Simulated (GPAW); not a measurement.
# Work function of VGe2As4 monolayer at several levels, part 2 of 2

Aim: the work function of both faces of VGe2As4 monolayer, and its spread over functionals and bases.

GPAW 26.7.0; GPAW, PAW setups; layer in a repeated cell with vacuum, relaxation of atoms and in-plane cell (the session's first sound run).

So far, upper work function (eV): step 3 (the slab's potential, PBE, GPAW) 4.98; step 4 (revPBE) 4.89; step 5 (RPBE) 4.88.

## Step 6: Self-consistent run: xc = "vdW-DF2"

Level of this step: GPAW, PAW setups; slab in vacuum (GPAW).

The same geometry under vdW-DF2, to see how far the functional moves the levels against the vacuum (the van der Waals functionals take revPBE setups).

The input, run.py:

```python
import json
import numpy as np
from ase import Atoms
from gpaw import GPAW, PW

slab = Atoms(
    ['As', 'Ge', 'As', 'V', 'As', 'Ge', 'As'],
    positions=[
        [-0.00000, 0.00000, 9.00000],
        [-0.00000, 2.14635, 10.17610],
        [-0.00000, 2.14635, 12.64435],
        [0.00000, -0.00000, 14.04805],
        [-0.00000, 2.14635, 15.45175],
        [-0.00000, 2.14635, 17.91999],
        [0.00000, -0.00000, 19.09609]],
    cell=[[3.71759, -0.0, 0.0], [-1.85879, 3.21952, 0.0], [0.0, 0.0, 28.0961]],
    pbc=[True, True, False],
    magmoms=[0.0, 0.0, 0.0, 1.0, 0.0, 0.0, 0.0])

slab.calc = GPAW(mode=PW(400), xc='vdW-DF2', kpts={'size': (9, 9, 1), 'gamma': True},
                 occupations={'name': 'fermi-dirac', 'width': 0.05}, nbands='200%',
                 convergence={'density': 1e-05}, maxiter=200,
                 poissonsolver={'dipolelayer': 'xy'},
                 symmetry={'tolerance': 1e-3}, txt='slab.txt')
result = {}
energy = slab.get_potential_energy()
fermi = slab.calc.get_fermi_level()
v = slab.calc.get_electrostatic_potential().mean((0, 1)) - fermi
n = slab.calc.get_pseudo_density().mean((0, 1))
L = slab.cell[2, 2]
z = np.arange(len(v)) * L / len(v)
low, high = slab.positions[:, 2].min(), slab.positions[:, 2].max()
below, above = np.interp([low - 6.8, high + 6.8], z, v)
slopes = [np.interp(x, z, np.gradient(v, z)) for x in (low - 6.8, high + 6.8)]
eps = np.array([[slab.calc.get_eigenvalues(k, s) for k in range(len(slab.calc.get_ibz_k_points()))]
                for s in range(slab.calc.get_number_of_spins())]) - fermi
top, bottom = eps[eps < 0].max(), eps[eps > 0].min()
dipole = slab.get_dipole_moment()[2]
print(f'energy {energy:.4f} eV, Fermi level {fermi:.4f} eV, dipole {dipole:.5f} e A')
print(f'potential 6.8 A off the faces, from the Fermi level: lower {below:.4f} eV, upper {above:.4f} eV')
print(f'slope of the potential there: lower {slopes[0]:.5f}, upper {slopes[1]:.5f} eV/A')
print(f'nearest levels on the mesh: {top:.4f} and {bottom:.4f} eV')
print('magnetic moment', round(slab.get_magnetic_moment(), 3))
result.update(energy=energy, fermi=fermi, dipole=dipole, below=below, above=above, slopes=slopes, edges=[top, bottom],
              z=z.tolist(), v=v.tolist(), n=n.tolist(), positions=slab.positions.tolist(),
              forces=slab.get_forces(apply_constraint=False).tolist(), moments=slab.get_magnetic_moments().tolist())
json.dump(result, open('result.json', 'w'))
```

Launch:

```
OMP_NUM_THREADS=1 OPENBLAS_NUM_THREADS=1 python run.py
```

The log of the run:

```text
energy -459.7215 eV, Fermi level -0.2327 eV, dipole 0.00152 e A
potential 6.8 A off the faces, from the Fermi level: lower 5.2894 eV, upper 5.2914 eV
slope of the potential there: lower -0.00038, upper 0.00038 eV/A
nearest levels on the mesh: -0.0367 and 0.0419 eV
magnetic moment 0.953
```

Run time: 4 min. Hardware: 1 thread of Arm Neoverse V1, shared host; peak memory 0.59 GiB.

Numbers from this step:

| Property | Result |
| --- | --- |
| dipole along the normal | 0.001518 e·Å |
| levels nearest the Fermi level on the mesh | -0.03669, 0.04190 eV from the Fermi level |
| upper work function | 5.291 eV |
| lower work function | 5.289 eV |
| site moments | 0.002010, 0.006483, -0.04258, 0.8815, -0.04258, 0.006483, 0.002010 μB |
| sum of the site moments | 0.8133 μB |

The electrostatic potential energy of an electron (without an applied field's), less the Fermi level, planar mean oscillates, so the rows of the table below give means over windows of 1.87 Å about each position, cut where the curve ends. Its maxima inside the range that stand out by 2 % of the span (Å: eV): 9.6: -8.63, 11.4: 2.15, 13.3: -4.99, 14.8: -4.99, 16.6: 2.15, 18.5: -8.63. Its minima: 9.1: -13.5, 10.1: -13.0, 12.7: -12.2, 14.0: -10.6, 15.4: -12.2, 18.0: -13.0, 19.0: -13.5.

Table of electrostatic potential energy of an electron (without an applied field's), less the Fermi level, planar mean by z; means over each step:

| z (Å) | electrostatic potential energy of an electron (without an applied field's), less the Fermi level, planar mean (eV) |
| --- | --- |
| 0.94 | 5.29 |
| 2.81 | 5.29 |
| 4.68 | 5.29 |
| 6.54 | 5.14 |
| 8.42 | -3.86 |
| 10.29 | -7.29 |
| 12.16 | -4.45 |
| 14.03 | -7.17 |
| 15.90 | -4.66 |
| 17.77 | -6.99 |
| 19.64 | -4.22 |
| 21.50 | 5.12 |
| 23.38 | 5.29 |
| 25.25 | 5.29 |
| 27.11 | 5.29 |

The upper face's work function is 5.291 eV, against 4.985 eV in the first plane-wave PBE run at this geometry.

## Step 7: OptPBE vdW: xc = "optPBE-vdW"

The same geometry under optPBE-vdW, to see how far the functional moves the levels against the vacuum (the van der Waals functionals take revPBE setups).

Edit run.py of step 6 so:

```diff
@@ -19,3 +19,3 @@
 
-slab.calc = GPAW(mode=PW(400), xc='vdW-DF2', kpts={'size': (9, 9, 1), 'gamma': True},
+slab.calc = GPAW(mode=PW(400), xc='optPBE-vdW', kpts={'size': (9, 9, 1), 'gamma': True},
                  occupations={'name': 'fermi-dirac', 'width': 0.05}, nbands='200%',
```

The log of the run:

```text
energy -113.8533 eV, Fermi level -0.2144 eV, dipole 0.00152 e A
potential 6.8 A off the faces, from the Fermi level: lower 5.1701 eV, upper 5.1721 eV
slope of the potential there: lower -0.00016, upper 0.00016 eV/A
nearest levels on the mesh: -0.0169 and 0.0261 eV
magnetic moment 0.945
```

Run time: 4 min. Hardware: 1 thread; peak memory 0.59 GiB.

Numbers from this step:

```
levels nearest the Fermi level on the mesh : -0.01691, 0.02611 eV from the Fermi level
upper work function                        : 5.172 eV
lower work function                        : 5.170 eV
site moments                               : 6.11e-4, 0.006355, -0.05015, 0.9005, -0.05015, 0.006355, 6.11e-4 μB
sum of the site moments                    : 0.8141 μB
```

The electrostatic potential energy of an electron (without an applied field's), less the Fermi level, planar mean oscillates, so the rows of the table below give means over windows of 1.87 Å about each position, cut where the curve ends. Its maxima inside the range that stand out by 2 % of the span (Å: eV): 9.6: -8.58, 11.4: 2.33, 13.3: -4.88, 14.8: -4.88, 16.6: 2.33, 18.5: -8.58. Its minima: 9.1: -13.5, 10.1: -12.9, 12.7: -12.1, 14.0: -10.4, 15.4: -12.1, 18.0: -12.9, 19.0: -13.5.

Electrostatic potential energy of an electron (without an applied field's), less the Fermi level, planar mean against z; means over each step:

| z (Å) | electrostatic potential energy of an electron (without an applied field's), less the Fermi level, planar mean (eV) |
| --- | --- |
| 0.94 | 5.17 |
| 2.81 | 5.17 |
| 4.68 | 5.17 |
| 6.54 | 5.04 |
| 8.42 | -3.84 |
| 10.29 | -7.19 |
| 12.16 | -4.32 |
| 14.03 | -7.03 |
| 15.90 | -4.53 |
| 17.77 | -6.89 |
| 19.64 | -4.19 |
| 21.50 | 5.02 |
| 23.38 | 5.17 |
| 25.25 | 5.17 |
| 27.11 | 5.17 |

The upper face's work function is 5.172 eV, against 4.985 eV in the first plane-wave PBE run at this geometry.

## Step 8: Self-consistent run: xc = "LDA"

The same geometry under LDA, to see how far the functional moves the levels against the vacuum.

Edit run.py of step 7 so:

```diff
@@ -19,3 +19,3 @@
 
-slab.calc = GPAW(mode=PW(400), xc='optPBE-vdW', kpts={'size': (9, 9, 1), 'gamma': True},
+slab.calc = GPAW(mode=PW(400), xc='LDA', kpts={'size': (9, 9, 1), 'gamma': True},
                  occupations={'name': 'fermi-dirac', 'width': 0.05}, nbands='200%',
```

The log of the run:

```text
energy -41.3938 eV, Fermi level -0.4055 eV, dipole 0.00154 e A
potential 6.8 A off the faces, from the Fermi level: lower 5.2346 eV, upper 5.2366 eV
slope of the potential there: lower -0.00016, upper 0.00016 eV/A
nearest levels on the mesh: -0.0578 and 0.0593 eV
magnetic moment 0.8
```

The job ended after 3.2 min (1 thread; peak memory 0.35 GiB).

Numbers from this step:

- dipole along the normal: 0.001538 e·Å
- levels nearest the Fermi level on the mesh: -0.05777, 0.05929 eV from the Fermi level
- upper work function: 5.237 eV
- lower work function: 5.235 eV
- site moments: 7.15e-5, 0.004354, -0.03496, 0.7453, -0.03496, 0.004354, 7.15e-5 μB
- sum of the site moments: 0.6842 μB

The upper face's work function is 5.237 eV, against 4.985 eV in the first plane-wave PBE run at this geometry.

## Step 9: Real-space grid: mode = "fd"

A real-space grid is a second complete basis, so it checks the plane-wave result.

Edit run.py of step 8 so:

```diff
@@ -3,3 +3,3 @@
 from ase import Atoms
-from gpaw import GPAW, PW
+from gpaw import GPAW
 
@@ -19,3 +19,3 @@
 
-slab.calc = GPAW(mode=PW(400), xc='LDA', kpts={'size': (9, 9, 1), 'gamma': True},
+slab.calc = GPAW(mode='fd', h=0.18, xc='PBE', kpts={'size': (9, 9, 1), 'gamma': True},
                  occupations={'name': 'fermi-dirac', 'width': 0.05}, nbands='200%',
```

The log of the run:

```text
energy -36.6573 eV, Fermi level -4.9837 eV, dipole -0.00009 e A
potential 6.8 A off the faces, from the Fermi level: lower 4.9827 eV, upper 4.9847 eV
slope of the potential there: lower -0.00000, upper 0.00000 eV/A
nearest levels on the mesh: -0.0198 and 0.0297 eV
magnetic moment 0.955
```

Elapsed: 8.2 min, on 1 thread; peak memory 1 GiB.

This step gave:

```
dipole along the normal                    : -9.31e-5 e·Å
levels nearest the Fermi level on the mesh : -0.01980, 0.02974 eV from the Fermi level
upper work function                        : 4.985 eV
lower work function                        : 4.983 eV
site moments                               : 8.18e-4, 0.006518, -0.05129, 0.9068, -0.05129, 0.006518, 8.18e-4 μB
sum of the site moments                    : 0.8189 μB
```

The upper face's work function is 4.985 eV, against 4.985 eV in the first plane-wave PBE run at this geometry.

## Step 10: Atomic orbitals: mode = "lcao"

Atom-centred orbitals end a few angstrom from the surface, which tests how much the density's tail matters.

Edit run.py of step 9 so:

```diff
@@ -19,4 +19,4 @@
 
-slab.calc = GPAW(mode='fd', h=0.18, xc='PBE', kpts={'size': (9, 9, 1), 'gamma': True},
-                 occupations={'name': 'fermi-dirac', 'width': 0.05}, nbands='200%',
+slab.calc = GPAW(mode='lcao', basis='dzp', h=0.18, xc='PBE', kpts={'size': (9, 9, 1), 'gamma': True},
+                 occupations={'name': 'fermi-dirac', 'width': 0.05}, nbands='120%',
                  convergence={'density': 1e-05}, maxiter=200,
```

The log of the run:

```text
energy -35.5091 eV, Fermi level -4.7539 eV, dipole -0.00009 e A
potential 6.8 A off the faces, from the Fermi level: lower 4.7529 eV, upper 4.7549 eV
slope of the potential there: lower 0.00000, upper 0.00000 eV/A
nearest levels on the mesh: -0.0395 and 0.0027 eV
magnetic moment 0.941
```

Elapsed: 4.6 min, on 1 thread; peak memory 0.36 GiB.

Numbers from this step:

```
dipole along the normal                    : -9.28e-5 e·Å
levels nearest the Fermi level on the mesh : -0.03948, 0.002653 eV from the Fermi level
upper work function                        : 4.755 eV
lower work function                        : 4.753 eV
site moments                               : 6.49e-4, 0.006696, -0.05175, 0.9009, -0.05175, 0.006696, 6.49e-4 μB
sum of the site moments                    : 0.8121 μB
```

The electrostatic potential energy of an electron (without an applied field's), less the Fermi level, planar mean oscillates, so the rows of the table below give means over windows of 1.8 Å about each position, cut where the curve ends. Its maxima inside the range that stand out by 2 % of the span (Å: eV): 9.6: -8.76, 11.4: 2.30, 13.3: -4.93, 14.8: -4.93, 16.7: 2.30, 18.5: -8.76. Its minima: 9.0: -13.5, 10.2: -13.1, 12.7: -12.1, 14.0: -10.6, 15.4: -12.1, 17.9: -13.1, 19.1: -13.5.

Electrostatic potential energy of an electron (without an applied field's), less the Fermi level, planar mean against z; means over each step:

| z (Å) | electrostatic potential energy of an electron (without an applied field's), less the Fermi level, planar mean (eV) |
| --- | --- |
| 0.90 | 4.75 |
| 2.70 | 4.75 |
| 4.50 | 4.75 |
| 6.30 | 4.73 |
| 8.10 | -0.983 |
| 9.90 | -10.0 |
| 11.70 | -1.66 |
| 13.50 | -8.39 |
| 15.30 | -7.08 |
| 17.10 | -2.68 |
| 18.90 | -9.55 |
| 20.70 | 3.73 |
| 22.50 | 4.75 |
| 24.30 | 4.75 |
| 26.10 | 4.75 |
| 27.90 | 4.75 |

The upper face's work function is 4.755 eV, against 4.985 eV in the first plane-wave PBE run at this geometry.

## Step 11: All levels side by side

Times are for 1 thread of Arm Neoverse V1, shared host. The runs compared:

| no. | run | upper work function (eV) | lower work function (eV) | time | memory (GiB) |
| --- | --- | --- | --- | --- | --- |
| 1 | pw | 4.985 | 4.983 | 3.5 min | 0.37 |
| 2 | revPBE | 4.885 | 4.883 | 3.5 min | 0.37 |
| 3 | RPBE | 4.885 | 4.883 | 3.4 min | 0.36 |
| 4 | vdW DF2 | 5.291 | 5.289 | 4 min | 0.59 |
| 5 | optPBE vdW | 5.172 | 5.170 | 4 min | 0.59 |
| 6 | LDA | 5.237 | 5.235 | 3.2 min | 0.35 |
| 7 | fd | 4.985 | 4.983 | 8.2 min | 1.0 |
| 8 | lcao | 4.755 | 4.753 | 4.6 min | 0.36 |

## Step 12: Side by side

Results and costs are gathered.

This step: comparison of work functions, dipole and cost (GPAW 26.7.0).

Ladder, by row:

| step | code | work function, upper (eV) | work function, lower (eV) | dipole (e Å) | wall time (s) | peak memory (GiB) | threads |
| --- | --- | --- | --- | --- | --- | --- | --- |
| pw | GPAW | 4.985 | 4.983 | 0.001521 | 207.1 | 0.37 | 1 |
| revPBE | GPAW | 4.885 | 4.883 | 0.001517 | 207.2 | 0.37 | 1 |
| RPBE | GPAW | 4.885 | 4.883 | 0.001515 | 205.1 | 0.36 | 1 |
| vdW-DF2 | GPAW | 5.291 | 5.289 | 0.001518 | 238.4 | 0.59 | 1 |
| optPBE-vdW | GPAW | 5.172 | 5.17 | 0.001518 | 241.1 | 0.59 | 1 |
| LDA | GPAW | 5.237 | 5.235 | 0.001538 | 191.7 | 0.35 | 1 |
| fd | GPAW | 4.985 | 4.983 | -9.31e-5 | 493.5 | 1.04 | 1 |
| lcao | GPAW | 4.755 | 4.753 | -9.28e-5 | 274.3 | 0.36 | 1 |

## Step 13: Outcome

- work function, both faces: 4.98 eV
- dipole along the normal: 0.0015 e Å, near the numerical noise

What this shows: With plane waves and PBE the work function is 4.98 eV on the upper face and 4.98 eV on the lower. Over the sound runs of the table the upper face's work function spans 4.755 (lcao) to 5.291 eV (vdW-DF2). Atomic orbitals miss the plane-wave value by -0.23 eV, since they describe the tail of the density in the vacuum poorly. The small printed dipole stands for a step of -23 meV from the lower to the upper face, and the probes find 2.0 meV; values this small are near the numerical noise of both. One magnetic start was tried; another order may lie lower. The layer's cell and atoms come from the relaxation; spin-orbit coupling and temperature are left out.

[Logs are printed without paths, hosts, clocks, repeated set-up lines and the standing remarks that a program may print on its own settings, such as how far it seeks lower states.]

[Hosts, paths, dates, database ids (printed as entryN), source tags and the programs' standing remarks are cut or masked in the printed files.]
